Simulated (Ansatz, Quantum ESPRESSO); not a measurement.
# Ru (P6_3/mmc): electron–phonon coupling with Quantum ESPRESSO, part 4 of 4

Each step names its level of theory.

So far, highest frequency, solved or plainly interpolated (cm⁻¹): step 4 (phonons and couplings with ph.x: Fermi–Dirac smearing of …) 256. The relaxed cell has a = 2.720, c = 4.297 Å (conventional setting).

## Step 6: Phonons and couplings with ph.x: Fermi–Dirac smearing of 0.1 eV (run 2)

Level of this step: DFT PBE, scalar-relativistic, plane waves, PseudoDojo norm-conserving pseudopotentials (Quantum ESPRESSO).

ph.x gives each mode's frequency and linewidth; λ of a mode follows from Gaussian double-delta sums over the k mesh, here at four widths.

ph.in

```
phonons and couplings
 &inputph
    prefix='x',
    outdir='./tmp',
    tr2_ph=1.0d-15,
    fildyn='x.dyn',
    fildvscf='dvscf',
    ldisp=.true.,
    nq1=2,
    nq2=2,
    nq3=2,
    electron_phonon='simple',
    el_ph_ngauss=0,
    el_ph_sigma=0.00734986,
    el_ph_nsigma=4,
    alpha_mix(1)=0.5,
    amass(1)=101.07,
 /
```

On the command line:

```
$ OMP_NUM_THREADS=1 mpirun -n 4 ph.x -nk 4 -in ph.in > ph.x.log
```

Log:

```text
[banner, memory and clock lines left out]
Program PHONON v.7.5

     ./tmp/x.save/

     IMPORTANT: XC functional enforced from input :
     Exchange-correlation= PBE
                           (   1   4   3   4   0   0   0)
     Any further DFT definition will be discarded
     Please, verify this is what you really want

     G-vector sticks info

     Reading collected, re-writing distributed wavefunctions in ./tmp/

     Dynamical matrices for ( 2, 2, 2)  uniform grid of q-points
     (   4 q-points):
       N         xq(1)         xq(2)         xq(3)
       1   0.000000000   0.000000000   0.000000000
       2   0.000000000   0.000000000  -0.316490400
       3   0.000000000  -0.577350269   0.000000000
       4   0.000000000  -0.577350269  -0.316490400

     Number and degeneracy of irreps per q-point
       N         xq(1)         xq(2)         xq(3)   N irreps
       1   0.000000000   0.000000000   0.000000000       4
        1   2   1   2
       2   0.000000000   0.000000000  -0.316490400       2
        2   4
       3   0.000000000  -0.577350269   0.000000000       6
     No degeneracy
       4   0.000000000  -0.577350269  -0.316490400       3
        2   2   2

     Saving dvscf to file. Distribute only q points, not irreducible representations.

     Calculation of q =    0.0000000   0.0000000   0.0000000

     phonons and couplings

     bravais-lattice index     =            4
     lattice parameter (alat)  =       5.1393  a.u.
     unit-cell volume          =     185.7187 (a.u.)^3
     number of atoms/cell      =            2
     number of atomic types    =            1
     kinetic-energy cut-off    =      84.0000  Ry
     charge density cut-off    =     336.0000  Ry
     convergence threshold     =      1.0E-15
     beta                      =       0.5000
     number of iterations used =            4
     Exchange-correlation= PBE
                           (   1   4   3   4   0   0   0)

     celldm(1)=    5.13931  celldm(2)=    0.00000  celldm(3)=    1.57983
     celldm(4)=    0.00000  celldm(5)=    0.00000  celldm(6)=    0.00000

     crystal axes: (cart. coord. in units of alat)
               a(1) = (  1.0000  0.0000  0.0000 )
               a(2) = ( -0.5000  0.8660  0.0000 )
               a(3) = (  0.0000  0.0000  1.5798 )

     reciprocal axes: (cart. coord. in units 2 pi/alat)
               b(1) = (  1.0000  0.5774 -0.0000 )
               b(2) = (  0.0000  1.1547  0.0000 )
               b(3) = (  0.0000 -0.0000  0.6330 )

     Atoms inside the unit cell:

     Cartesian axes

     site n.  atom      mass           positions (alat units)
        1  Ru    101.0700   tau(    1) = (   -0.00000    0.57735    0.39496  )
        2  Ru    101.0700   tau(    2) = (    0.50000    0.28868    1.18487  )

     Computing dynamical matrix for
                    q = (   0.0000000   0.0000000   0.0000000 )

     25 Sym.Ops. (with q -> -q+G )

     G cutoff =  224.7967  (  19217 G-vectors)     FFT grid: ( 30, 30, 48)

     number of k points=    56  Fermi-Dirac smearing, width (Ry)=  0.0073

     PseudoPot. # 1 for Ru read from file:
     ./pseudo/Ru.upf
     Pseudo is Norm-conserving + core correction, Zval = 16.0
     Using radial grid of 1584 points,  6 beta functions with:
                l(1) =   0
                l(2) =   0
                l(3) =   1
                l(4) =   1
                l(5) =   2
                l(6) =   2

     Mode symmetry, D_6h(6/mmm) point group:

     Atomic displacements:
     There are    4 irreducible representations

     Representation     1      1 modes -  To be done

     Representation     2      2 modes -  To be done

     Representation     3      1 modes -  To be done

     Representation     4      2 modes -  To be done

     Alpha used in Ewald sum =   2.8000

     Representation #   1 mode #   1

     Self-consistent Calculation

     Pert. #  1: Fermi energy shift (Ry) =     0.0000E+00     0.0000E+00

      thresh= 1.000E-02 alpha_mix =  0.500 |ddv_scf|^2 =  1.115E-03

     Pert. #  1: Fermi energy shift (Ry) =     0.0000E+00     0.0000E+00

      thresh= 3.339E-03 alpha_mix =  0.500 |ddv_scf|^2 =  5.005E-04

     Pert. #  1: Fermi energy shift (Ry) =     0.0000E+00     0.0000E+00

      thresh= 2.237E-03 alpha_mix =  0.500 |ddv_scf|^2 =  1.564E-07

     Pert. #  1: Fermi energy shift (Ry) =     0.0000E+00     0.0000E+00

      thresh= 3.955E-05 alpha_mix =  0.500 |ddv_scf|^2 =  4.233E-09

     Pert. #  1: Fermi energy shift (Ry) =     0.0000E+00     0.0000E+00

      thresh= 6.506E-06 alpha_mix =  0.500 |ddv_scf|^2 =  9.300E-11

     Pert. #  1: Fermi energy shift (Ry) =     0.0000E+00     0.0000E+00

      thresh= 9.644E-07 alpha_mix =  0.500 |ddv_scf|^2 =  1.969E-12

     Pert. #  1: Fermi energy shift (Ry) =     0.0000E+00     0.0000E+00

      thresh= 1.403E-07 alpha_mix =  0.500 |ddv_scf|^2 =  1.450E-14

     Pert. #  1: Fermi energy shift (Ry) =     0.0000E+00     0.0000E+00

      thresh= 1.204E-08 alpha_mix =  0.500 |ddv_scf|^2 =  2.667E-15

     Pert. #  1: Fermi energy shift (Ry) =     0.0000E+00     0.0000E+00

      thresh= 5.164E-09 alpha_mix =  0.500 |ddv_scf|^2 =  3.067E-16

     End of self-consistent calculation

     Convergence has been achieved

     Representation #   2 modes #   2   3

     Self-consistent Calculation

     Pert. #  1: Fermi energy shift (Ry) =    -2.8912E-19    -4.7831E-43
     Pert. #  2: Fermi energy shift (Ry) =    -7.2280E-20    -7.1746E-43

      thresh= 1.000E-02 alpha_mix =  0.500 |ddv_scf|^2 =  8.855E-06

     Pert. #  1: Fermi energy shift (Ry) =    -4.3368E-19    -8.9683E-41
     Pert. #  2: Fermi energy shift (Ry) =    -3.6140E-20     3.0134E-41

      thresh= 2.976E-04 alpha_mix =  0.500 |ddv_scf|^2 =  1.791E-07

     Pert. #  1: Fermi energy shift (Ry) =    -2.8912E-19    -4.1852E-43
     Pert. #  2: Fermi energy shift (Ry) =     1.0842E-19     4.7831E-43

      thresh= 4.232E-05 alpha_mix =  0.500 |ddv_scf|^2 =  6.593E-09

     Pert. #  1: Fermi energy shift (Ry) =    -1.4456E-19     1.9132E-42
[...]
thresh= 8.120E-06 alpha_mix =  0.500 |ddv_scf|^2 =  1.044E-10

[...]
thresh= 1.022E-06 alpha_mix =  0.500 |ddv_scf|^2 =  5.408E-12

[...]
thresh= 2.325E-07 alpha_mix =  0.500 |ddv_scf|^2 =  6.382E-14

[...]
thresh= 2.526E-08 alpha_mix =  0.500 |ddv_scf|^2 =  1.285E-14

[...]
End of self-consistent calculation

     Convergence has been achieved

     Representation #   3 mode #   4

     Self-consistent Calculation

[...]
End of self-consistent calculation

     Convergence has been achieved

[...]
DOS = 12.993491 states/spin/Ry/Unit Cell at Ef= 23.321597 eV
     double delta at Ef =401.294701
[...]
Calculation of q =    0.0000000  -0.5773503  -0.3164904

     G-vector sticks info

     Title:
     phonons and couplings

     bravais-lattice index     =            4
     lattice parameter (alat)  =       5.1393  a.u.
     unit-cell volume          =     185.7187 (a.u.)^3
     number of atoms/cell      =            2
     number of atomic types    =            1
     number of electrons       =        32.00
     number of Kohn-Sham states=           26
     kinetic-energy cutoff     =      84.0000  Ry
     charge density cutoff     =     336.0000  Ry
     Exchange-correlation= PBE
                           (   1   4   3   4   0   0   0)

     celldm(1)=   5.139314  celldm(2)=   0.000000  celldm(3)=   1.579827
     celldm(4)=   0.000000  celldm(5)=   0.000000  celldm(6)=   0.000000

     crystal axes: (cart. coord. in units of alat)
               a(1) = (   1.000000   0.000000   0.000000 )
               a(2) = (  -0.500000   0.866025   0.000000 )
               a(3) = (   0.000000   0.000000   1.579827 )

     reciprocal axes: (cart. coord. in units 2 pi/alat)
               b(1) = (  1.000000  0.577350 -0.000000 )
               b(2) = (  0.000000  1.154701  0.000000 )
               b(3) = (  0.000000 -0.000000  0.632981 )

     PseudoPot. # 1 for Ru read from file:
     ./pseudo/Ru.upf
     Pseudo is Norm-conserving + core correction, Zval = 16.0
     Using radial grid of 1584 points,  6 beta functions with:
[...]
l(5) =   2
                l(6) =   2

     atomic species   valence    mass     pseudopotential
     Ru               16.00   101.07000     Ru( 1.00)

     24 Sym. Ops., with inversion, found

   Cartesian axes

     site n.     atom                  positions (alat units)
         1        Ru     tau(   1) = (  -0.0000000   0.5773503   0.3949567  )
         2        Ru     tau(   2) = (   0.5000000   0.2886751   1.1848701  )

     number of k points=   248  Fermi-Dirac smearing, width (Ry)=  0.0073

     Number of k-points >= 100: set verbosity='high' to print them.

     Dense  grid:    19217 G-vectors     FFT dimensions: (  30,  30,  48)

     The potential is recalculated from file :
     ./tmp/_ph0/x.q_4/x.save/charge-density

     Starting wfcs are   20 atomic +    6 random wfcs

     Band Structure Calculation
     Davidson diagonalization with overlap

     ethr =  3.13E-11,  avg # of iterations = 15.8

     End of band structure calculation

     Number of k-points >= 100: set verbosity='high' to print the bands.

     the Fermi energy is    23.3218 ev

     Writing config to output data dir ./tmp/_ph0/x.q_4/x.save/ :
     XML data file

     phonons and couplings

     bravais-lattice index     =            4
     lattice parameter (alat)  =       5.1393  a.u.
     unit-cell volume          =     185.7187 (a.u.)^3
     number of atoms/cell      =            2
     number of atomic types    =            1
     kinetic-energy cut-off    =      84.0000  Ry
     charge density cut-off    =     336.0000  Ry
     convergence threshold     =      1.0E-15
     beta                      =       0.5000
     number of iterations used =            4
     Exchange-correlation= PBE
                           (   1   4   3   4   0   0   0)

     celldm(1)=    5.13931  celldm(2)=    0.00000  celldm(3)=    1.57983
     celldm(4)=    0.00000  celldm(5)=    0.00000  celldm(6)=    0.00000

     crystal axes: (cart. coord. in units of alat)
               a(1) = (  1.0000  0.0000  0.0000 )
               a(2) = ( -0.5000  0.8660  0.0000 )
               a(3) = (  0.0000  0.0000  1.5798 )

     reciprocal axes: (cart. coord. in units 2 pi/alat)
               b(1) = (  1.0000  0.5774 -0.0000 )
               b(2) = (  0.0000  1.1547  0.0000 )
               b(3) = (  0.0000 -0.0000  0.6330 )

     Atoms inside the unit cell:

     Cartesian axes

     site n.  atom      mass           positions (alat units)
        1  Ru    101.0700   tau(    1) = (   -0.00000    0.57735    0.39496  )
        2  Ru    101.0700   tau(    2) = (    0.50000    0.28868    1.18487  )

     Computing dynamical matrix for
                    q = (   0.0000000  -0.5773503  -0.3164904 )

      9 Sym.Ops. (with q -> -q+G )

     G cutoff =  224.7967  (  19217 G-vectors)     FFT grid: ( 30, 30, 48)

     number of k points=   248  Fermi-Dirac smearing, width (Ry)=  0.0073

     PseudoPot. # 1 for Ru read from file:
     ./pseudo/Ru.upf
     Pseudo is Norm-conserving + core correction, Zval = 16.0
     Using radial grid of 1584 points,  6 beta functions with:
                l(1) =   0
                l(2) =   0
                l(3) =   1
                l(4) =   1
                l(5) =   2
                l(6) =   2

     Atomic displacements:
     There are    3 irreducible representations

     Representation     1      2 modes -  To be done

     Representation     2      2 modes -  To be done

     Representation     3      2 modes -  To be done

     Alpha used in Ewald sum =   2.8000

     Representation #   1 modes #   1   2

     Self-consistent Calculation

[...]
End of self-consistent calculation

     Convergence has been achieved

     Representation #   2 modes #   3   4

     Self-consistent Calculation

[...]
End of self-consistent calculation

     Convergence has been achieved

     Representation #   3 modes #   5   6

     Self-consistent Calculation

      thresh= 1.000E-02 alpha_mix =  0.500 |ddv_scf|^2 =  1.244E-05

      thresh= 3.527E-04 alpha_mix =  0.500 |ddv_scf|^2 =  1.117E-07

      thresh= 3.342E-05 alpha_mix =  0.500 |ddv_scf|^2 =  7.923E-09

      thresh= 8.901E-06 alpha_mix =  0.500 |ddv_scf|^2 =  1.578E-10

      thresh= 1.256E-06 alpha_mix =  0.500 |ddv_scf|^2 =  3.704E-12

      thresh= 1.925E-07 alpha_mix =  0.500 |ddv_scf|^2 =  9.246E-14

      thresh= 3.041E-08 alpha_mix =  0.500 |ddv_scf|^2 =  1.756E-14

      thresh= 1.325E-08 alpha_mix =  0.500 |ddv_scf|^2 =  6.674E-17

     End of self-consistent calculation

     Convergence has been achieved

     Number of q in the star =    3
     List of q in the star:
          1   0.000000000  -0.577350269  -0.316490400
          2   0.500000000   0.288675135   0.316490400
          3  -0.500000000   0.288675135   0.316490400

     Diagonalizing the dynamical matrix

     q = (    0.000000000  -0.577350269  -0.316490400 )

 **************************************************************************
     freq (    1) =       4.654275 [THz] =     155.249892 [cm-1]
     freq (    2) =       4.654275 [THz] =     155.249892 [cm-1]
     freq (    3) =       5.288756 [THz] =     176.413921 [cm-1]
     freq (    4) =       5.288756 [THz] =     176.413921 [cm-1]
     freq (    5) =       7.216898 [THz] =     240.729807 [cm-1]
     freq (    6) =       7.216898 [THz] =     240.729807 [cm-1]
 **************************************************************************

     Gaussian Broadening:   0.007 Ry, ngauss=   0
     DOS = 13.188063 states/spin/Ry/Unit Cell at Ef= 23.340480 eV
     double delta at Ef =328.167562
[...]
Gaussian Broadening:   0.015 Ry, ngauss=   0
     DOS = 13.438724 states/spin/Ry/Unit Cell at Ef= 23.321874 eV
     double delta at Ef =251.126583
[...]
Gaussian Broadening:   0.022 Ry, ngauss=   0
     DOS = 13.487391 states/spin/Ry/Unit Cell at Ef= 23.319514 eV
     double delta at Ef =271.951463
[...]
lambda(    5)=  0.0884   gamma=   59.27 GHz
     lambda(    6)=  0.0884   gamma=   59.27 GHz

     Gaussian Broadening:   0.029 Ry, ngauss=   0
     DOS = 12.993491 states/spin/Ry/Unit Cell at Ef= 23.321597 eV
     double delta at Ef =268.524940
     lambda(    1)=  0.1388   gamma=   37.30 GHz
     lambda(    2)=  0.1388   gamma=   37.30 GHz
     lambda(    3)=  0.0881   gamma=   30.58 GHz
     lambda(    4)=  0.0881   gamma=   30.58 GHz
     lambda(    5)=  0.0830   gamma=   53.63 GHz
     lambda(    6)=  0.0830   gamma=   53.63 GHz
```

Wall time 16 min (4 MPI ranks of Arm Neoverse V2, shared host); 62 min of CPU time.

Numbers from this step:

```yaml
highest_frequency_solved_or_plainly_interpolated: 240.7 cm⁻¹
omega_log_against_width: 25.99, 22.22, 21.88, 21.83 meV, at widths 0.1 to 0.4 eV
```

As ph.x prints them, no sum rule imposed; at the zone centre the sum is no linewidth. Double-delta sums:

| q1 | q2 | q3 | star | mode | omega (meV) | lambda_q, sigma 0.1 eV | lambda_q, sigma 0.2 eV | lambda_q, sigma 0.3 eV | lambda_q, sigma 0.4 eV | half width at sigma 0.2 (meV) |
| --- | --- | --- | --- | --- | --- | --- | --- | --- | --- | --- |
| 0 | 0 | 0 | 1 | 1 | 0.4926 | 0 | 0 | 0 | 0 | 4.14e-5 |
| 0 | 0 | 0 | 1 | 2 | 0.4926 | 0 | 0 | 0 | 0 | 4.14e-5 |
| 0 | 0 | 0 | 1 | 3 | 0.5162 | 0 | 0 | 0 | 0 | 8.27e-5 |
| 0 | 0 | 0 | 1 | 4 | 23.76 | 0.3084 | 0.1697 | 0.1459 | 0.1231 | 0.2973 |
| 0 | 0 | 0 | 1 | 5 | 23.76 | 0.3084 | 0.1697 | 0.1459 | 0.1231 | 0.2973 |
| 0 | 0 | 0 | 1 | 6 | 29.78 | 0.1613 | 0.1294 | 0.1 | 0.0797 | 0.356 |
| 0 | 0 | 0.5 | 1 | 1 | 16.5 | 0.0037 | 0.0262 | 0.0353 | 0.0401 | 0.02208 |
| 0 | 0 | 0.5 | 1 | 2 | 16.5 | 0.0037 | 0.0262 | 0.0353 | 0.0401 | 0.02208 |
| 0 | 0 | 0.5 | 1 | 3 | 16.5 | 0.0037 | 0.0262 | 0.0353 | 0.0401 | 0.02208 |
| 0 | 0 | 0.5 | 1 | 4 | 16.5 | 0.0037 | 0.0262 | 0.0353 | 0.0401 | 0.02208 |
| 0 | 0 | 0.5 | 1 | 5 | 25.64 | 7.00e-4 | 0.0083 | 0.0116 | 0.0156 | 0.017 |
| 0 | 0 | 0.5 | 1 | 6 | 25.64 | 7.00e-4 | 0.0083 | 0.0116 | 0.0156 | 0.017 |
| 0 | 0.5 | 0 | 3 | 1 | 15.98 | 0.02 | 0.1152 | 0.1315 | 0.13 | 0.09127 |
| 0 | 0.5 | 0 | 3 | 2 | 19.92 | 0.021 | 0.2454 | 0.3077 | 0.3006 | 0.3022 |
| 0 | 0.5 | 0 | 3 | 3 | 20.46 | 0.015 | 0.054 | 0.0775 | 0.084 | 0.07022 |
| 0 | 0.5 | 0 | 3 | 4 | 24.77 | 0.0526 | 0.1182 | 0.1876 | 0.2084 | 0.2249 |
| 0 | 0.5 | 0 | 3 | 5 | 25.95 | 0.0986 | 0.1321 | 0.1386 | 0.1341 | 0.2761 |
| 0 | 0.5 | 0 | 3 | 6 | 26.24 | 0.024 | 0.1035 | 0.1171 | 0.1071 | 0.2211 |
| 0 | 0.5 | 0.5 | 3 | 1 | 19.25 | 0.0468 | 0.1097 | 0.1375 | 0.1388 | 0.1262 |
| 0 | 0.5 | 0.5 | 3 | 2 | 19.25 | 0.0468 | 0.1097 | 0.1375 | 0.1388 | 0.1262 |
| 0 | 0.5 | 0.5 | 3 | 3 | 21.87 | 0.0496 | 0.0749 | 0.086 | 0.0881 | 0.1112 |
| 0 | 0.5 | 0.5 | 3 | 4 | 21.87 | 0.0496 | 0.0749 | 0.086 | 0.0881 | 0.1112 |
| 0 | 0.5 | 0.5 | 3 | 5 | 29.85 | 0.2481 | 0.105 | 0.0884 | 0.083 | 0.2903 |
| 0 | 0.5 | 0.5 | 3 | 6 | 29.85 | 0.2481 | 0.105 | 0.0884 | 0.083 | 0.2903 |

Mean over the q mesh without its centre; few wavevectors enter, so none of the widths can be taken as converged. The coupling constant λ, lambda by Gaussian width:

```csv
Gaussian width (eV),"coupling constant λ, lambda"
0.100,0.397
0.200,0.595
0.300,0.702
0.400,0.706
```

λ runs from 0.397 at 0.1 eV to 0.706 at 0.4 eV.

## Step 7: What came out

- phonon run of the rows without a label of their own: PBE, q 2×2×2, k 10×10×6
- coupling λ by Gaussian sums at 0.2 eV, Quantum ESPRESSO, GBRV, cutoff 612 eV, q 3×3×2, k 12×12×8: 0.403
- coupling λ by Gaussian sums at 0.2 eV, Quantum ESPRESSO, PseudoDojo, cutoff 1143 eV, q 2×2×2, k 10×10×6: 0.595

In words: Under gradient-corrected functionals ph.x can misplace modes where the density is low; no frozen-phonon run checks these frequencies. In the last run that gave them, λ from the Gaussian sums still varies by a factor of 1.8 between widths of 0.1 and 0.4 eV; these sums hold few wavevectors and leave out the zone centre.

[Logs are printed without paths, hosts, clocks, repeated set-up lines and the standing remarks that a program may print on its own settings, such as how far it seeks lower states.]

[Hosts, paths, dates, database ids (printed as entryN), source tags and the programs' standing remarks are cut or masked in the printed files.]
